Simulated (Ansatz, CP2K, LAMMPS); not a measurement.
# Running Cu31Zr69 (at. %) with crystalline order left by the classical run (61 atoms) with CP2K, part 2 of 2

How do the settings of CP2K change the result for Cu31Zr69 (at. %) with crystalline order left by the classical run (61 atoms)? A plane-wave run serves as the yardstick.

Program: CP2K 2026.2; the method stands at each step. Banners, paths, timers and routine set-up lines are dropped from the logs unmarked, and long logs keep their key lines alone; longer cuts are marked.

So far. Step 3 (PBE, DZVP-MOLOPT-SR, 800/70 Ry, diagonalisation): Against the first run (8.1 %), the force difference from the reference is 8.1 %, at 1.3 times the CPU time: the change moves forces by under 0.01 meV/Å r.m.s., so most of the difference comes from elsewhere.

### 4. PBE, DZVP-MOLOPT-SR, 280/50 Ry, diagonalisation

Method: Kohn-Sham DFT, PBE, GTH-PBE pseudopotentials, Gaussian and plane waves, DZVP-MOLOPT-SR-GTH, diagonalisation.

The input, input.inp:

```
&GLOBAL
  PROJECT cell
  RUN_TYPE ENERGY_FORCE
  PRINT_LEVEL LOW
&END GLOBAL
&FORCE_EVAL
  METHOD QS
  STRESS_TENSOR ANALYTICAL
  &DFT
    BASIS_SET_FILE_NAME BASIS_MOLOPT
    POTENTIAL_FILE_NAME GTH_POTENTIALS
    &MGRID
      CUTOFF 280
      REL_CUTOFF 50
    &END MGRID
    &QS
      EPS_DEFAULT 1.0E-12
    &END QS
    &SCF
      SCF_GUESS ATOMIC
      EPS_SCF 1.0E-06
      MAX_SCF 200
      ADDED_MOS 50
      &DIAGONALIZATION
        ALGORITHM STANDARD
      &END DIAGONALIZATION
      &SMEAR ON
        METHOD FERMI_DIRAC
        ELECTRONIC_TEMPERATURE [K] 580
      &END SMEAR
      &MIXING
        METHOD BROYDEN_MIXING
        ALPHA 0.15
        NBROYDEN 8
      &END MIXING
      &PRINT
        &RESTART OFF
        &END RESTART
      &END PRINT
    &END SCF
    &XC
      &XC_FUNCTIONAL PBE
      &END XC_FUNCTIONAL
    &END XC
    &PRINT
      &MULLIKEN ON
      &END MULLIKEN
      &HIRSHFELD ON
        SHAPE_FUNCTION DENSITY
      &END HIRSHFELD
      &MO ON
        EIGENVALUES T
        OCCUPATION_NUMBERS T
        MO_INDEX_RANGE 346 369
        &EACH
          QS_SCF 0
        &END EACH
        ADD_LAST NUMERIC
      &END MO
    &END PRINT
  &END DFT
  &SUBSYS
    &CELL
      A 10.70399 0.00000 0.00000
      B 0.00000 10.70399 0.00000
      C 0.00000 0.00000 10.70399
    &END CELL
    &COORD
      SCALED
      Cu 0.83495 0.63636 0.80721
      Cu 0.04518 0.16250 0.22700
      Cu 0.12806 0.87588 0.96549
      Cu 0.77299 0.50697 0.95688
      Cu 0.53547 0.14310 0.04418
      Cu 0.21036 0.76663 0.55724
      Cu 0.29492 0.75670 0.89122
      Cu 0.09745 0.39840 0.93650
      Cu 0.02177 0.15241 0.59296
      Cu 0.20843 0.01607 0.13644
      Cu 0.39798 0.37916 0.26920
      Cu 0.33788 0.07520 0.55757
      Cu 0.61531 0.97194 0.25572
      Cu 0.52753 0.66208 0.54576
      Cu 0.29819 0.04305 0.90489
      Cu 0.11262 0.47642 0.56162
      Cu 0.44950 0.37736 0.85178
      Cu 0.71915 0.28050 0.57514
      Cu 0.63477 0.95655 0.88409
      Zr 0.91683 0.33778 0.41758
[... 37 atom lines left out ...]
      Zr 0.57707 0.40456 0.08213
      Zr 0.65249 0.23521 0.28951
      Zr 0.94299 0.85545 0.57488
      Zr 0.03093 0.13650 0.93304
    &END COORD
    &KIND Cu
      BASIS_SET DZVP-MOLOPT-SR-GTH-q11
      POTENTIAL GTH-PBE-q11
    &END KIND
    &KIND Zr
      BASIS_SET DZVP-MOLOPT-SR-GTH-q12
      POTENTIAL GTH-PBE-q12
    &END KIND
  &END SUBSYS
  &PRINT
    &FORCES ON
    &END FORCES
    &STRESS_TENSOR ON
    &END STRESS_TENSOR
  &END PRINT
&END FORCE_EVAL
```

Launch:

```bash
$ OMP_NUM_THREADS=2 cp2k.psmp -i input.inp > output.txt
```

Numbers of over 12 decimals in the logs are rounded to 6 here.

Output:

```text
CP2K| version string:                                       CP2K version 2026.2
 CP2K| Input file name                                                 input.inp
 GLOBAL| Basis set file name                                        BASIS_MOLOPT
 GLOBAL| Potential file name                                      GTH_POTENTIALS
 GLOBAL| Run type                                                   ENERGY_FORCE
 GLOBAL| Total number of message passing processes                             1
 GLOBAL| Number of threads for this process                                    2
[... lines left out ...]
                        Smear method:                                FERMI_DIRAC
[... lines left out ...]
 Number of electrons:                                                        713
[... lines left out ...]
  Step     Update method      Time    Convergence         Total energy    Change
[... lines left out ...]
  *** SCF run converged in    24 steps ***
[... lines left out ...]
  Fermi energy:                                                 0.367661
  Total energy:                                             -2893.414948
  Total energy (extrapolated to T->0):                      -2893.402302
[... lines left out ...]
 MO| E(Fermi):            0.367661 a.u.         10.004573 eV
[... lines left out ...]
     61       Zr     2      12.000         12.012                        -0.012
  Total Charge                                                            0.001
 !-----------------------------------------------------------------------------!
 ENERGY| Total FORCE_EVAL ( QS ) energy [hartree]          -2893.415018
 FORCES| Atomic forces [hartree/bohr]
 FORCES|   Atom     x               y               z               |f|
 FORCES|      1 -1.56717239E-02  5.14933372E-02 -4.74237089E-02   7.17368447E-02
 FORCES|      2  3.29109490E-02  9.53950398E-03  9.89020253E-03   3.56643913E-02
 FORCES|      3  2.38136802E-02  2.69898936E-02 -3.02896736E-02   4.70426407E-02
[...]
FORCES|     60 -9.71363731E-03 -1.15103638E-02  5.78596321E-03   1.61344536E-02
 FORCES|     61 -1.76532701E-03 -6.96338938E-03  7.16891718E-03   1.01488199E-02
 FORCES| Sum     7.44926527E-02  1.66949292E-01 -8.58877530E-02
 FORCES| Total atomic force                                       2.01984968E-01
 STRESS| Analytical stress tensor [bar]
 STRESS|                        x                   y                   z
 STRESS|      x       -2.08779016567E+03  -1.58771077491E+03  -3.44061466457E+03
 STRESS|      y       -1.58771077491E+03  -7.15109804458E+03  -2.26085880215E+03
 STRESS|      z       -3.44061466457E+03  -2.26085880215E+03  -1.51264137140E+04
 STRESS| 1/3 Trace                                            -8.12176730810E+03
```

Elapsed: 13 min, on 2 threads of Arm Neoverse V1, shared host; peak memory 2 GiB; 25 min of CPU time.

Numbers from this run, and their distance from the reference:

* r.m.s. force component: 0.787 eV/Å
* r.m.s. difference of force components: 746.7 meV/Å
* longest difference of force vectors: 3373 meV/Å
* force difference over r.m.s. force: 261.3 %
* slope of forces against the reference's: 0.8786
* correlation of force components: 0.3196
* pressure: -0.8122 GPa
* pressure difference: 1.042 GPa
* energy less the same-level run's: -18.72 meV/atom
* r.m.s. force difference from the same-level run: 746.9 meV/Å

This is a coarse setting, run to see what it loses.

Against the first run (8.1 %), the force difference from the reference is 261 %, at 0.85 times the CPU time: the grid matters here.

The difference per atom is largest on Cu (2.2 eV/Å on average, against 0.038 on Zr). The forces add up to 10 eV/Å instead of zero, usually a sign of too coarse a grid.

### 5. PBE, SZV-MOLOPT-SR, 800/50 Ry, diagonalisation

Method: Kohn-Sham DFT, PBE, GTH-PBE pseudopotentials, Gaussian and plane waves, SZV-MOLOPT-SR-GTH, diagonalisation.

Edit input.inp of step 4 so:

```diff
@@ -12,4 +12,5 @@
     &MGRID
-      CUTOFF 280
+      CUTOFF 800
       REL_CUTOFF 50
+      NGRIDS 5
     &END MGRID
@@ -22,3 +23,3 @@
       MAX_SCF 200
-      ADDED_MOS 50
+      ADDED_MOS 30
       &DIAGONALIZATION
@@ -72,3 +73,3 @@
     &KIND Cu
-      BASIS_SET DZVP-MOLOPT-SR-GTH-q11
+      BASIS_SET SZV-MOLOPT-SR-GTH-q11
       POTENTIAL GTH-PBE-q11
@@ -76,3 +77,3 @@
     &KIND Zr
-      BASIS_SET DZVP-MOLOPT-SR-GTH-q12
+      BASIS_SET SZV-MOLOPT-SR-GTH-q12
       POTENTIAL GTH-PBE-q12
```

Output:

```text
CP2K| version string:                                       CP2K version 2026.2
 CP2K| Input file name                                                 input.inp
 GLOBAL| Basis set file name                                        BASIS_MOLOPT
 GLOBAL| Potential file name                                      GTH_POTENTIALS
 GLOBAL| Run type                                                   ENERGY_FORCE
 GLOBAL| Total number of message passing processes                             1
 GLOBAL| Number of threads for this process                                    2
 TOTAL NUMBERS AND MAXIMUM NUMBERS
  Total number of            - Atomic kinds:                                   2
                             - Atoms:                                         61
[... lines left out ...]
                        Smear method:                                FERMI_DIRAC
[... lines left out ...]
 Number of electrons:                                                        713
[... lines left out ...]
  Step     Update method      Time    Convergence         Total energy    Change
[... lines left out ...]
  *** SCF run converged in    24 steps ***
[... lines left out ...]
  Fermi energy:                                                 0.394734
  Total energy:                                             -2891.344846
  Total energy (extrapolated to T->0):                      -2891.333852
[... lines left out ...]
 MO| E(Fermi):            0.394734 a.u.         10.741251 eV
[... lines left out ...]
 !-----------------------------------------------------------------------------!
 !-----------------------------------------------------------------------------!
                           Hirshfeld Charges
  #Atom  Element  Kind  Ref Charge     Population                    Net charge
      1       Cu     1      11.000         10.965                         0.035
      2       Cu     1      11.000         10.961                         0.039
      3       Cu     1      11.000         10.965                         0.035
[...]
60       Zr     2      12.000         12.057                        -0.057
     61       Zr     2      12.000         11.984                         0.016
  Total Charge                                                            0.002
 !-----------------------------------------------------------------------------!
 ENERGY| Total FORCE_EVAL ( QS ) energy [hartree]          -2891.344819
 FORCES| Atomic forces [hartree/bohr]
 FORCES|   Atom     x               y               z               |f|
 FORCES|      1  1.19323991E-02  2.03736213E-02 -2.02679937E-02   3.11168469E-02
 FORCES|      2  2.68642454E-03  7.04137468E-05  1.43321984E-03   3.04564509E-03
 FORCES|      3 -1.31999465E-02  6.49939032E-03  6.41052475E-03   1.60491586E-02
[...]
FORCES|     60 -3.65056794E-03 -1.27820657E-02  9.68600281E-04   1.33283921E-02
 FORCES|     61 -7.05214221E-04 -5.64153390E-03  8.46595850E-03   1.01978765E-02
 FORCES| Sum    -2.95764613E-04 -1.00215493E-03  6.89747206E-04
 FORCES| Total atomic force                                       1.25201534E-03
 STRESS| Analytical stress tensor [bar]
 STRESS|                        x                   y                   z
 STRESS|      x       -2.63624592110E+04  -1.05383398199E+03  -3.34585705712E+03
 STRESS|      y       -1.05383398199E+03  -2.58056031485E+04  -1.99747156724E+03
 STRESS|      z       -3.34585705712E+03  -1.99747156724E+03  -3.78480016326E+04
 STRESS| 1/3 Trace                                            -3.00053546640E+04
```

Elapsed: 6.4 min, on 2 threads; peak memory 4.8 GiB.

Against the reference:

```
r.m.s. force component                  : 0.3061 eV/Å
r.m.s. difference of force components   : 167.9 meV/Å
longest difference of force vectors     : 541.1 meV/Å
force difference over r.m.s. force      : 58.74 %
slope of forces against the reference's : 0.901
correlation of force components         : 0.8413
pressure                                : -3.001 GPa
pressure difference                     : -1.146 GPa
```

This is a coarse setting, run to see what it loses.

Against the first run (8.1 %), the force difference from the reference is 59 %, at 0.40 times the CPU time, with 591 basis functions against 1567: the smaller basis costs accuracy.

### 6. Side by side

Differences are against the plane-wave reference, forces as r.m.s. over components; share is that over the reference's r.m.s. force, slope the least-squares factor from reference forces to these. Total energies of different programs have different zeros and aren't compared.

```
                                                          run  Δ force, r.m.s. (meV/Å)  share (%)  slope  Δ pressure (GPa)  cores  CPU time  memory (GiB)
                                                    reference                        -          -      -                 -      4   1.8 min           1.9
         CP2K PBE, DZVP-MOLOPT-SR, 800/50 Ry, diagonalisation                     23.1       8.09  1.017             0.176      2    30 min           5.5
         CP2K PBE, DZVP-MOLOPT-SR, 800/70 Ry, diagonalisation                     23.1       8.09  1.017             0.176      2    37 min           5.5
CP2K PBE, DZVP-MOLOPT-SR, 280/50 Ry, diagonalisation (coarse)                      747        261  0.879              1.04      2    25 min           2.0
 CP2K PBE, SZV-MOLOPT-SR, 800/50 Ry, diagonalisation (coarse)                      168       58.7  0.901             -1.15      2    12 min           4.8
```

Rows marked coarse were listed beforehand as settings not expected to be converged; some can still land near the reference.

CPU time is summed over cores on a shared host, where runs went side by side, so it is rough. Symmetry, cutoffs, thresholds, outputs and thread counts weren't matched or tuned between programs; memory under MPI is the largest rank's times the ranks.

Mean charges by element (e), by run and scheme:

```
                                                 run     scheme     Cu     Zr
CP2K PBE, DZVP-MOLOPT-SR, 800/50 Ry, diagonalisation   Mulliken  -0.72  +0.33
CP2K PBE, DZVP-MOLOPT-SR, 800/50 Ry, diagonalisation  Hirshfeld  +0.09  -0.04
CP2K PBE, DZVP-MOLOPT-SR, 800/70 Ry, diagonalisation   Mulliken  -0.72  +0.33
CP2K PBE, DZVP-MOLOPT-SR, 800/70 Ry, diagonalisation  Hirshfeld  +0.09  -0.04
```

Within one program, basis, potentials and functional, energies share a zero. Each run against its twin at the usual cutoff or grid and solver:

```
                                                 run                                        twin  Δ energy (meV/atom)  Δ force, r.m.s. (meV/Å)  CPU time over the twin's
CP2K PBE, DZVP-MOLOPT-SR, 800/70 Ry, diagonalisation  DZVP-MOLOPT-SR, 800/50 Ry, diagonalisation              -3.0e-4                    0.005                       1.3
CP2K PBE, DZVP-MOLOPT-SR, 280/50 Ry, diagonalisation  DZVP-MOLOPT-SR, 800/50 Ry, diagonalisation                -18.7                      747                      0.85
```

Further runs of this program without a result: CP2K GFN1-xTB, diagonalisation (not converged).

### 7. Summary of results

```yaml
nearest_in_forces: a tie at 8.1 % of 2 runs: CP2K PBE, DZVP-MOLOPT-SR, 800/50 Ry, diagonalisation; CP2K PBE, DZVP-MOLOPT-SR, 800/70 Ry, diagonalisation
```

The PBE runs in local orbitals, coarse settings apart, differ by 8.1 % in each run; basis, grid and potentials can all enter. Runs with settings chosen to be coarse differ by 59 % (CP2K PBE, SZV-MOLOPT-SR, 800/50 Ry, diagonalisation) to 261 % (CP2K PBE, DZVP-MOLOPT-SR, 280/50 Ry, diagonalisation), their programs' other errors included. None of the electronic-structure runs in the table takes under half the reference's CPU time of 1.8 min; they take 6.7 to 21 times as much. Charges hang on scheme and program or settings: among these rows the mean for Cu runs from -0.72 to +0.09 e, even in sign. The potentials hold different valence shells: 865 electrons in the reference, 713 in CP2K with SZV-MOLOPT-SR; this bears on time and differences. The electron count is odd in these runs, and they have no spin polarisation, so the unpaired electron is spread evenly over both spins. The quench rate of 3 K/ps is many orders above laboratory rates, so the cell is likely richer in defects and strain than a real sample. The network of bonds at the start is that of the classical potential that made the cell, and needn't be the one that DFT or experiment would give. The reference's pressure of -1.9 GPa belongs to a cell and atoms that aren't relaxed at this level. The electron count is odd and the run has no spin polarisation, so levels at the top are partly filled by construction. The electronic-structure runs sample only Γ, in a cell whose shortest periodic width is 11 Å, which is coarse for a cell with partly filled levels.

[Also dropped from logs without a mark: logging warnings of Python, and SIESTA's first energy breakdown and zero terms.]

[Logs are printed without paths, hosts, clocks, repeated set-up lines and the standing remarks that a program may print on its own settings, such as how far it seeks lower states.]

[Hosts, paths, dates, database ids (printed as entryN), source tags and the programs' standing remarks are cut or masked in the printed files.]
